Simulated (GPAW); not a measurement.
# Bi2S2O (P4/nmm): G0W0 with GPAW, start to end, part 2 of 2

Wanted: ground state, empty states, screening and self-energy for Bi2S2O (P4/nmm).

GPAW 26.7.0; LDA and many-body steps on it, plane waves. Known limits of the many-body steps: not at the basis limit; no spin-orbit coupling; coarse k mesh.

So far. Step 3 (Bands along the symmetry lines): The gap is 0.882 eV, as in the run before at this level. Step 4 (Empty states on the mesh, 4×4×2 mesh, 366 bands): On this mesh the gap is 0.882 eV.

## Step 5: Screening and self-energy, 4×4×2 mesh, 356 bands, screening to 80 eV

G0W0 replaces the xc potential by the self-energy, built once from these orbitals. Only a window of levels is corrected, while the sums run over the empty bands that the input names.

This step: G0W0 on LDA, plane waves, PAW.

Input file run.py:

```python
import json
import numpy as np
from gpaw.mpi import world
from gpaw.response.g0w0 import G0W0

gw = G0W0('full.gpw',
    filename='gw',
    kpts=[0, 6, 7],
    bands=(46, 50),
    ecut=80,
    nbands=356,
    integrate_gamma='WS',
    ppa=True)
gw.calculate()
res = {mode: {k: v for k, v in r.items() if k != 'sigma_eskwn'}
       for mode, r in gw.all_results.items()}

if world.rank == 0:
    with open('result.json', 'w') as f:
        json.dump(res, f, default=lambda x: x.tolist())
```

Run with:

```console
mpirun -n 8 gpaw python run.py
```

Numbers of over 12 decimals in the logs are rounded to 6 here.

Log:

```text
Using integrator: PointIntegrator
FrequencyGridDescriptor(from 0.000+0.000j to 0.000+27.211j eV, 2 points)
Nonperiodic BCs:  [False False False]
Using integrator: PointIntegrator
FrequencyGridDescriptor(from 0.000+0.000j to 0.000+27.211j eV, 2 points)
Nonperiodic BCs:  [False False False]
  ___  _ _ _
 |   || | | |
 | | || | | |
 |__ ||_____|
 |___|

BZ k-points: Symmetries present (total): 8

  [... matrices ...]
32 k-points: 4 x 4 x 2 Monkhorst-Pack grid + [1/8,1/8,1/4]
12 k-points in the irreducible part of the Brillouin zone
       k-points in crystal coordinates                weights
   0:     0.00000000    0.00000000    0.00000000          1/32
   1:     0.00000000    0.00000000    0.50000000          1/32
   2:     0.25000000    0.00000000    0.00000000          4/32
   3:     0.25000000    0.00000000    0.50000000          4/32
   4:     0.25000000    0.25000000    0.00000000          4/32
   5:     0.25000000    0.25000000    0.50000000          4/32
   6:     0.50000000    0.00000000    0.00000000          2/32
   7:     0.50000000    0.00000000    0.50000000          2/32
   8:     0.50000000    0.25000000    0.00000000          4/32
   9:     0.50000000    0.25000000    0.50000000          4/32
          ...
  11:     0.50000000    0.50000000    0.50000000          1/32

Distributing spins, k-points and bands (1 x 3 x 4) over 8 processes
Number of blocks: 1

Quasi particle states:
k-points (IBZ indices): [0, 6, 7]
Band range: (46, 50)
  [... matrices ...]
Computational parameters:
Plane wave cut-off: 80 eV
Number of bands: 356
Coulomb cutoff: None
Broadening: 0.1 eV

fxc modes: GW
Kernel: RPA
Using Godby-Needs plasmon-pole approximation:
  Fitting energy: i*E0, E0 = 1.000 Hartree
Summing all q:

Calculating screened Coulomb potential
No Coulomb truncation
FrequencyGridDescriptor(from 0.000+0.000j to 0.000+27.211j eV, 2 points)
Removing empty qpoint cache files...

Calculating chi0 body with:
    Ground state adapter containing:
    Number of spins: 1
    Number of kpoints: 32
    Number of irreducible kpoints: 12
    Number of completely occupied states: 48
    Number of partially occupied states: 48
    Occupied states memory: 33.75 M / cpu

    Linear response parametrization:
    q_c: [0.0, 0.0, 0.0]
    Number of frequency points: 2
    Planewave cutoff: 80.0
    Number of bands: 356
    Number of planewaves: 341
    Broadening (eta): 1e-06
    comm.size: 8
    kncomm.size: 8
    blockcomm.size: 1

    Memory estimate of potentially large arrays:
        chi0_wGG: 3.548615 M / cpu
Integrating chi0 body.

Symmetries of q_c:
    Direct symmetries (Uq -> q): 8
    Indirect symmetries (TUq -> q): 8
In total 16 allowed symmetries.

  [... matrices ...]
12 groups of equivalent kpoints. 62.5% reduction.

Integral kind: response function
Integrating chi0 head and wings.

Symmetries of q_c:
    Direct symmetries (Uq -> q): 8
    Indirect symmetries (TUq -> q): 8
In total 16 allowed symmetries.

  [... matrices ...]
12 groups of equivalent kpoints. 62.5% reduction.

Integral kind: response function wings

Calculating chi0 body with:
    Ground state adapter containing:
    Number of spins: 1
    Number of kpoints: 32
    Number of irreducible kpoints: 12
    Number of completely occupied states: 48
    Number of partially occupied states: 48
    Occupied states memory: 33.75 M / cpu

    Linear response parametrization:
[... the further q-points ...]

Results:
f:      Occupation numbers
eps:     KS-eigenvalues [eV]
vxc:     KS vxc [eV]
exx:     Exact exchange [eV]
sigma:   Self-energies [eV]
dsigma:  Self-energy derivatives
Z:       Renormalization factors
qp:      QP-energies [eV]

k-point 0 (0): (0.000, 0.000, 0.000)                GW
band       f     eps     vxc     exx   sigma  dsigma       Z      qp
                                                                   GW
  46   1.000   4.795 -15.347 -18.135   2.645  -0.316   0.760   4.687
  47   1.000   4.795 -15.347 -18.135   2.645  -0.316   0.760   4.687
  48   0.000   6.865 -13.713  -9.661  -3.301  -0.236   0.809   7.472
  49   0.000   7.580 -14.135  -9.882  -3.356  -0.241   0.806   8.303

k-point 1 (6): (0.500, 0.000, 0.000)                GW
band       f     eps     vxc     exx   sigma  dsigma       Z      qp
                                                                   GW
  46   1.000   5.576 -16.446 -17.177   1.102  -0.276   0.783   5.867
  47   1.000   5.576 -16.446 -17.177   1.102  -0.276   0.783   5.867
  48   0.000   6.459 -14.569 -11.337  -2.581  -0.256   0.796   6.977
  49   0.000   6.459 -14.569 -11.337  -2.581  -0.256   0.796   6.977

k-point 2 (7): (0.500, 0.000, 0.500)                GW
band       f     eps     vxc     exx   sigma  dsigma       Z      qp
                                                                   GW
  46   1.000   5.577 -16.559 -17.313   1.128  -0.277   0.783   5.870
  47   1.000   5.577 -16.559 -17.313   1.128  -0.277   0.783   5.870
  48   0.000   6.465 -14.527 -11.274  -2.601  -0.256   0.796   6.983
  49   0.000   6.465 -14.527 -11.274  -2.601  -0.256   0.796   6.983
```

It took 9.8 min on 8 MPI ranks of Arm Neoverse V2, shared host; peak memory 6.2 GiB.

This step gave:

```yaml
g0w0_gap_on_the_points_computed: 1.107 eV
least_direct_g0w0_gap_on_the_computed_points: 1.110 eV
z_at_the_valence_top: 0.7831
z_at_the_conduction_bottom: 0.7962
starting_gap_on_the_mesh: 0.8817 eV
k_of_the_valence_top: 0.5, 0, 0.5
k_of_the_conduction_bottom: 0.5, 0, 0
```

The gap on the mesh goes from 0.88 eV to 1.11 eV, a correction of +0.23 eV.

Limits: finite bands, cutoff and mesh; no spin-orbit coupling; coarse k mesh. v1 is the top filled band, c1 the lowest empty one. The levels before and after the correction (eV, zero at the valence-band top of each column):

|  | conduction bottom | valence top |
| --- | --- | --- |
| Kohn-Sham | 0.88 | 0.00 |
| G0W0 | 1.11 | 0.00 |

|  | level | energy (eV) |
| --- | --- | --- |
| Kohn-Sham | (0.5 0 0) v2-v1 | -0.001 |
| Kohn-Sham | (0.5 0 0) c1-c2 | 0.882 |
| Kohn-Sham | (0.5 0 0.5) v2-v1 | 0.000 |
| Kohn-Sham | (0.5 0 0.5) c1-c2 | 0.888 |
| G0W0 | (0.5 0 0) v2-v1 | -0.003 |
| G0W0 | (0.5 0 0) c1-c2 | 1.107 |
| G0W0 | (0.5 0 0.5) v2-v1 | 0.000 |
| G0W0 | (0.5 0 0.5) c1-c2 | 1.113 |

## Step 6: Where the time went

Times are wall times on 8 MPI ranks of Arm Neoverse V2, shared host, good to a factor of about two.

| step | time | share | memory (GiB) |
| --- | --- | --- | --- |
| ground state | 35 s | 3 % | 1.8 |
| bands along the symmetry lines | 2.8 min | 15 % | 2.9 |
| empty states on the mesh | 5.2 min | 28 % | 2.9 |
| screening and self-energy | 9.8 min | 53 % | 6.2 |

## Step 7: Results

```
LDA gap              : 0.88 eV, indirect (only 1 meV under the direct gap)
G0W0 gap on the mesh : 1.11 eV
GW settings          : 4×4×2 mesh, 356 bands, screening to 80 eV, Godby-Needs plasmon pole
known limits         : not at the basis limit; no spin-orbit coupling; coarse k mesh
```

In words: G0W0 moves the gap on the mesh from 0.88 eV to 1.11 eV (+0.23 eV), with Z of 0.78 and 0.80 at the edges. Only 3 of the mesh's irreducible points were corrected, so a valley elsewhere could overtake. The dearest step here is «screening and self-energy». Bands and cutoff are finite, so the gap is not at the basis limit. The miss can reach some tenths of an eV and take either sign; the mesh is an error of its own. These stock PAW sets were not made for GW. In the G0W0 run levels were corrected at 3 k points alone, so a gap called «on the mesh» is the least over those, and an edge elsewhere would be missed. The 4×4×2 mesh is coarse for this cell, which bears on the long-range parts of exchange and screening. Where an edge is built on 6p states of lead, bismuth or thallium, scalar-relativistic gaps usually stand too wide, by a few tenths to over one eV. The many-body steps are scalar-relativistic: spin-orbit coupling is not in them.

[Paths, hosts, dates, memory and timing lines, banners, echoed tables and standing remarks are left out of the program output.]

[Logs are printed without paths, hosts, clocks, repeated set-up lines and the standing remarks that a program may print on its own settings, such as how far it seeks lower states.]

[Runs of the session that timed out or met a known fault of the program may be left out.]

[Hosts, paths, dates, database ids (printed as entryN), source tags and the programs' standing remarks are cut or masked in the printed files.]
